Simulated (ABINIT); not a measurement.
# CsCaH3 (Pm-3m): a self-consistent loop beyond G0W0, cycle by cycle, part 3 of 3

Aim: iterate the self-energy on CsCaH3 (Pm-3m) and follow the gap from cycle to cycle.

ABINIT 10.8.3; LDA and many-body steps on it, plane waves. Known limits of the many-body steps: not at the basis limit; no spin-orbit coupling; coarse k mesh.

So far. Step 10 (evGW, cycle 1): Against G0W0 in ABINIT (2×2×2 mesh, 76 bands, screening to 106.1 eV, Godby-Needs plasmon pole), the gap moves by +0.987 eV. Step 13 (evGW, cycle 2): Against the cycle before, the gap moves by +0.080 eV.

**15. Screening, 2×2×2 mesh, 76 bands, screening to 106.1 eV**

This step: RPA screening on LDA from quasiparticle energies, plane waves, norm-conserving pseudopotentials.

Contents of run.abi:

```
acell 3*1.0 Angstrom
rprim 
  4.621186000000 0.000000000000 0.000000000000
  0.000000000000 4.621186000000 0.000000000000
  0.000000000000 0.000000000000 4.621186000000
ntypat 3
znucl 55 20 1
natom 5
typat 1 2 3 3 3
xred 
  0.000000000000 0.000000000000 0.000000000000
  0.500000000000 0.500000000000 0.500000000000
  0.500000000000 0.000000000000 0.500000000000
  0.000000000000 0.500000000000 0.500000000000
  0.500000000000 0.500000000000 0.000000000000
pp_dirpath "pseudos"
pseudos "Cs.upf, Ca.upf, H.upf"
ecut 31
ngkpt 2 2 2
nshiftk 1
shiftk 0 0 0
kptopt 1
chksymbreak 0
istwfk *1
occopt 1
irdwfk 1
optdriver 3
nband 76
ecuteps 3.9
inclvkb 2
awtr 1
symchi 1
irdqps 1
gwcalctyp 10
nqptdm 3
qptdm 
  0.5000000000 0.0000000000 0.0000000000
  0.5000000000 0.5000000000 0.0000000000
  0.5000000000 0.5000000000 0.5000000000
indata_prefix "in"
outdata_prefix "out"
tmpdata_prefix "tmp"
```

Contents of mrgscr.stdin:

```
2
merged
q0_SCR
out_SCR
1
```

On the command line:

```
$ OMP_NUM_THREADS=1 mpirun -n 4 abinit run.abi > log; mrgscr < mrgscr.stdin
```

Numbers of over 12 decimals in the logs are rounded to 6 here.

The program printed:

```text
.Version 10.8.3 of ABINIT. v10.8.2 released Aug 2026.

 Symmetries : space group Pm -3 m (#221); Bravais cP (primitive cubic)
[... echo of the input left out ...]
== DATASET  1 ==================================================================
-   mpi_nproc: 4, omp_nthreads: 1 (-1 if OMP is not activated)

--- !DatasetInfo
iteration_state: {dtset: 1, }
dimensions: {natom: 5, nkpt: 4, mband: 76, nsppol: 1, nspinor: 1, nspden: 1, mpw: 5520, }
cutoff_energies: {ecut:  31.0, pawecutdg:  -1.0, }
[...]
q-point number  1        q = ( 0.500000, 0.000000, 0.000000) [r.l.u.]
--------------------------------------------------------------------------------
[... chi0 elements left out ...]
  Average fulfillment of the sum rule on Im[epsilon] for q-point    2 :     86.42  [%]

--------------------------------------------------------------------------------
  q-point number  2        q = ( 0.500000, 0.500000, 0.000000) [r.l.u.]
--------------------------------------------------------------------------------
[... chi0 elements left out ...]
  Average fulfillment of the sum rule on Im[epsilon] for q-point    3 :     81.96  [%]

 [... 1 further q-points ...]
```

Run time: 3.7 s. Hardware: 4 MPI ranks of Arm Neoverse V2, shared host; peak memory 0.54 GiB; 14 s of CPU time.

Numbers from this step:

- plasma frequency: 17.53 eV
- plane waves in the screening matrix: 251

This screening reads the quasiparticle levels of the cycle before.

**16. evGW, cycle 3**

This step: evGW on LDA, plane waves, norm-conserving pseudopotentials.

Edit run.abi of step 15 so:

```diff
@@ -26,12 +26,10 @@
 irdwfk 1
-optdriver 3
+optdriver 4
 nband 76
-ecuteps 3.9
-inclvkb 2
-awtr 1
-symchi 1
-irdqps 1
 gwcalctyp 10
-nqptdm 3
-qptdm 
+ecutsigx 31
+symsigma 1
+nkptgw 4
+kptgw 
+  0.0000000000 0.0000000000 0.0000000000
   0.5000000000 0.0000000000 0.0000000000
@@ -39,2 +37,11 @@
   0.5000000000 0.5000000000 0.5000000000
+bdgw 
+  6 23
+  6 23
+  6 23
+  6 23
+ecuteps 3.9
+irdscr 1
+ppmodel 1
+irdqps 1
 indata_prefix "in"
```

On the command line:

```
$ OMP_NUM_THREADS=1 mpirun -n 4 abinit run.abi > log
```

The program printed:

```text
.Version 10.8.3 of ABINIT. v10.8.2 released Aug 2026.

 Symmetries : space group Pm -3 m (#221); Bravais cP (primitive cubic)
[... echo of the input left out ...]
== DATASET  1 ==================================================================
-   mpi_nproc: 4, omp_nthreads: 1 (-1 if OMP is not activated)

--- !DatasetInfo
iteration_state: {dtset: 1, }
dimensions: {natom: 5, nkpt: 4, mband: 76, nsppol: 1, nspinor: 1, nspden: 1, mpw: 5520, }
cutoff_energies: {ecut:  31.0, pawecutdg:  -1.0, }
[...]
.  kptgw no:  2; Maximum DeltaE = (   0.006   0.000) for band index: 17
.  kptgw no:  3; Maximum DeltaE = (   0.005  -0.000) for band index: 17
.  kptgw no:  4; Maximum DeltaE = (   0.005  -0.000) for band index: 16

== END DATASET(S) ==============================================================
================================================================================

 -outvars: echo values of variables after computation  --------
           etotal      0.0000000000E+00
            nband          76
             nkpt           4
          spgroup         221
 [... the other variables as echoed above ...]

 Calculation completed.
```

Run time: 22 s. Hardware: 4 MPI ranks; peak memory 1.1 GiB; 89 s of CPU time.

Numbers from this step:

- quasiparticle gap on the mesh: 6.161 eV
- gap of the density functional on the mesh: 2.810 eV
- k of the valence top: 0.5, 0.5, 0
- k of the conduction bottom: 0.5, 0.5, 0
- least direct quasiparticle gap on the computed points: 6.161 eV

Against the cycle before, the gap moves by +0.010 eV.

**17. Screening, 2×2×2 mesh, 76 bands, screening to 106.1 eV**

This step: RPA screening on LDA, plane waves, norm-conserving pseudopotentials.

Edit run.abi of step 16 so:

```diff
@@ -26,22 +26,13 @@
 irdwfk 1
-optdriver 4
+optdriver 3
 nband 76
+ecuteps 3.9
+inclvkb 2
+awtr 1
+symchi 1
 gwcalctyp 10
-ecutsigx 31
-symsigma 1
-nkptgw 4
-kptgw 
-  0.0000000000 0.0000000000 0.0000000000
-  0.5000000000 0.0000000000 0.0000000000
-  0.5000000000 0.5000000000 0.0000000000
-  0.5000000000 0.5000000000 0.5000000000
-bdgw 
-  6 23
-  6 23
-  6 23
-  6 23
-ecuteps 3.9
-irdscr 1
-ppmodel 1
-irdqps 1
+mbpt_sciss 3.412 eV
+nqptdm 1
+qptdm 
+  0 0 0
 indata_prefix "in"
```

The program printed:

```text
.Version 10.8.3 of ABINIT. v10.8.2 released Aug 2026.

 Symmetries : space group Pm -3 m (#221); Bravais cP (primitive cubic)
[... echo of the input left out ...]
== DATASET  1 ==================================================================
-   mpi_nproc: 4, omp_nthreads: 1 (-1 if OMP is not activated)

--- !DatasetInfo
iteration_state: {dtset: 1, }
dimensions: {natom: 5, nkpt: 4, mband: 76, nsppol: 1, nspinor: 1, nspden: 1, mpw: 5520, }
cutoff_energies: {ecut:  31.0, pawecutdg:  -1.0, }
[...]
[... chi0 elements left out ...]
 For q-point:  0.000010 0.000020 0.000030
  dielectric constant =   3.0840
  dielectric constant without local fields =   3.3736

  Average fulfillment of the sum rule on Im[epsilon] for q-point    1 :     75.56  [%]
[... wings left out ...]
== END DATASET(S) ==============================================================
================================================================================

 -outvars: echo values of variables after computation  --------
           etotal      0.0000000000E+00
            nband          76
             nkpt           4
          spgroup         221
 [... the other variables as echoed above ...]

 Calculation completed.
```

The job ended after 5 s (4 MPI ranks; peak memory 0.61 GiB; 20 s of CPU time).

This step gave:

```yaml
eps_infinity_with_local_fields_on_this_mesh_along_the_program_s_q_direction: 3.084
the_same_without_local_fields: 3.374
plasma_frequency: 17.53 eV
plane_waves_in_the_screening_matrix: 251
```

This screening uses the functional's bands under a rigid shift, the mean opening of the cycle before.

**18. Screening, 2×2×2 mesh, 76 bands, screening to 106.1 eV**

This step: RPA screening on LDA from quasiparticle energies, plane waves, norm-conserving pseudopotentials.

Edit run.abi of step 17 so:

```diff
@@ -32,7 +32,9 @@
 symchi 1
+irdqps 1
 gwcalctyp 10
-mbpt_sciss 3.412 eV
-nqptdm 1
+nqptdm 3
 qptdm 
-  0 0 0
+  0.5000000000 0.0000000000 0.0000000000
+  0.5000000000 0.5000000000 0.0000000000
+  0.5000000000 0.5000000000 0.5000000000
 indata_prefix "in"
```

mrgscr.stdin is that of step 15.

On the command line:

```
$ OMP_NUM_THREADS=1 mpirun -n 4 abinit run.abi > log; mrgscr < mrgscr.stdin
```

The program printed:

```text
.Version 10.8.3 of ABINIT. v10.8.2 released Aug 2026.

 Symmetries : space group Pm -3 m (#221); Bravais cP (primitive cubic)
[... echo of the input left out ...]
== DATASET  1 ==================================================================
-   mpi_nproc: 4, omp_nthreads: 1 (-1 if OMP is not activated)

--- !DatasetInfo
iteration_state: {dtset: 1, }
dimensions: {natom: 5, nkpt: 4, mband: 76, nsppol: 1, nspinor: 1, nspden: 1, mpw: 5520, }
cutoff_energies: {ecut:  31.0, pawecutdg:  -1.0, }
[...]
q-point number  1        q = ( 0.500000, 0.000000, 0.000000) [r.l.u.]
--------------------------------------------------------------------------------
[... chi0 elements left out ...]
  Average fulfillment of the sum rule on Im[epsilon] for q-point    2 :     86.46  [%]

--------------------------------------------------------------------------------
  q-point number  2        q = ( 0.500000, 0.500000, 0.000000) [r.l.u.]
--------------------------------------------------------------------------------
[... chi0 elements left out ...]
  Average fulfillment of the sum rule on Im[epsilon] for q-point    3 :     81.99  [%]

 [... 1 further q-points ...]
```

Elapsed: 3.7 s, on 4 MPI ranks; peak memory 0.54 GiB.

This step gave:

```
plasma frequency                    : 17.53 eV
plane waves in the screening matrix : 251
```

This screening reads the quasiparticle levels of the cycle before.

**19. evGW, cycle 4**

This step: evGW on LDA, plane waves, norm-conserving pseudopotentials.

Edit run.abi of step 18 so:

```diff
@@ -26,12 +26,10 @@
 irdwfk 1
-optdriver 3
+optdriver 4
 nband 76
-ecuteps 3.9
-inclvkb 2
-awtr 1
-symchi 1
-irdqps 1
 gwcalctyp 10
-nqptdm 3
-qptdm 
+ecutsigx 31
+symsigma 1
+nkptgw 4
+kptgw 
+  0.0000000000 0.0000000000 0.0000000000
   0.5000000000 0.0000000000 0.0000000000
@@ -39,2 +37,11 @@
   0.5000000000 0.5000000000 0.5000000000
+bdgw 
+  6 23
+  6 23
+  6 23
+  6 23
+ecuteps 3.9
+irdscr 1
+ppmodel 1
+irdqps 1
 indata_prefix "in"
```

On the command line:

```
$ OMP_NUM_THREADS=1 mpirun -n 4 abinit run.abi > log
```

The program printed:

```text
.Version 10.8.3 of ABINIT. v10.8.2 released Aug 2026.

 Symmetries : space group Pm -3 m (#221); Bravais cP (primitive cubic)
[... echo of the input left out ...]
== DATASET  1 ==================================================================
-   mpi_nproc: 4, omp_nthreads: 1 (-1 if OMP is not activated)

--- !DatasetInfo
iteration_state: {dtset: 1, }
dimensions: {natom: 5, nkpt: 4, mband: 76, nsppol: 1, nspinor: 1, nspden: 1, mpw: 5520, }
cutoff_energies: {ecut:  31.0, pawecutdg:  -1.0, }
[...]
.  kptgw no:  2; Maximum DeltaE = (   0.001  -0.001) for band index: 18
.  kptgw no:  3; Maximum DeltaE = (   0.001  -0.000) for band index: 14
.  kptgw no:  4; Maximum DeltaE = (   0.001  -0.000) for band index: 16

== END DATASET(S) ==============================================================
================================================================================

 -outvars: echo values of variables after computation  --------
           etotal      0.0000000000E+00
            nband          76
             nkpt           4
          spgroup         221
 [... the other variables as echoed above ...]

 Calculation completed.
```

It took 22 s on 4 MPI ranks; peak memory 1.1 GiB; 89 s of CPU time.

This step gave:

* quasiparticle gap on the mesh: 6.163 eV
* gap of the density functional on the mesh: 2.810 eV
* k of the valence top: 0.5, 0.5, 0
* k of the conduction bottom: 0.5, 0.5, 0
* least direct quasiparticle gap on the computed points: 6.163 eV

Against the cycle before, the gap moves by +0.002 eV.

**20. Side by side**

Times are wall times on 4 MPI ranks of Arm Neoverse V2, shared host, good to a factor of about two. A run's time includes the screening step that it read.

| run | mesh | bands | screening cutoff (eV) | DFT gap (eV) | gap on the mesh (eV) | direct (eV) | ε∞ used | time |
| --- | --- | --- | --- | --- | --- | --- | --- | --- |
| G0W0 | 2×2×2 | 76 | 106.1 | 2.810 | 5.084 | 5.084 | 4.34 | 11 s |
| evGW0, cycle 1 | 2×2×2 | 76 | 106.1 | 2.810 | 5.641 | 5.641 | 4.34 | 29 s |
| evGW0, cycle 2 | 2×2×2 | 76 | 106.1 | 2.810 | 5.484 | 5.484 | 4.34 | 29 s |
| evGW0, cycle 3 | 2×2×2 | 76 | 106.1 | 2.810 | 5.490 | 5.490 | 4.34 | 28 s |
| evGW, cycle 1 | 2×2×2 | 76 | 106.1 | 2.810 | 6.071 | 6.071 | 3.24 | 31 s |
| evGW, cycle 2 | 2×2×2 | 76 | 106.1 | 2.810 | 6.151 | 6.151 | 3.10 | 31 s |
| evGW, cycle 3 | 2×2×2 | 76 | 106.1 | 2.810 | 6.161 | 6.161 | 3.09 | 31 s |
| evGW, cycle 4 | 2×2×2 | 76 | 106.1 | 2.810 | 6.163 | 6.163 | 3.08 | 31 s |

**21. Summary of results**

| Property | Result |
| --- | --- |
| G0W0 | 5.084 eV |
| evGW0, cycle 1 | 5.641 eV |
| evGW0, cycle 2 | 5.484 eV |
| evGW0, cycle 3 | 5.490 eV |
| evGW, cycle 1 | 6.071 eV |
| evGW, cycle 2 | 6.151 eV |
| evGW, cycle 3 | 6.161 eV |
| evGW, cycle 4 | 6.163 eV |
| known limits | not at the basis limit; no spin-orbit coupling; coarse k mesh |

What this shows: Only the bands that the input lists are updated; the others, empty or deep, keep the functional's energies or take a rigid shift. The evGW loop starts from the last levels of evGW0, so its cycles and time come on top of those. evGW0 ends at 5.49 eV, +0.41 eV from G0W0, after 3 cycles that took 69 s beside the first screening; the last moved the gap by 0.006 eV. evGW ends at 6.16 eV, +1.08 eV from G0W0, after 4 cycles that took 2.1 min beside the first screening; the last moved the gap by 0.002 eV. The first cycle of evGW0 takes the full correction, without the factor Z, so it overshoots the one-shot value. Bands and cutoff are finite, so the gap is not at the basis limit. The miss can reach some tenths of an eV and take either sign; the mesh is an error of its own. The 2×2×2 mesh is coarse for this cell, which bears on the long-range parts of exchange and screening. This is the ideal cubic cell; many perovskites, halides above all, are cubic only on average, and local tilts or off-centring can widen the gap. In the updated screening the q = 0 part is built from Kohn-Sham bands under a rigid shift, the other q from the quasiparticle levels. The many-body steps are scalar-relativistic: spin-orbit coupling is not in them.

[Paths, hosts, dates, memory and timing lines, banners, echoed tables and standing remarks are left out of the program output.]

[Logs are printed without paths, hosts, clocks, repeated set-up lines and the standing remarks that a program may print on its own settings, such as how far it seeks lower states.]

[Runs of the session that timed out or met a known fault of the program may be left out.]

[Hosts, paths, dates, database ids (printed as entryN), source tags and the programs' standing remarks are cut or masked in the printed files.]

[G0W0 gaps are taken among the corrected bands and points alone; a level outside them can change the order at an edge.]

[Where Ansatz stands beside ABINIT at settings called matched, ABINIT's density can come from a denser mesh and the files from another edition; pairs whose starting gaps differed by over 0.03 eV were left out, so agreement reads better than it is.]
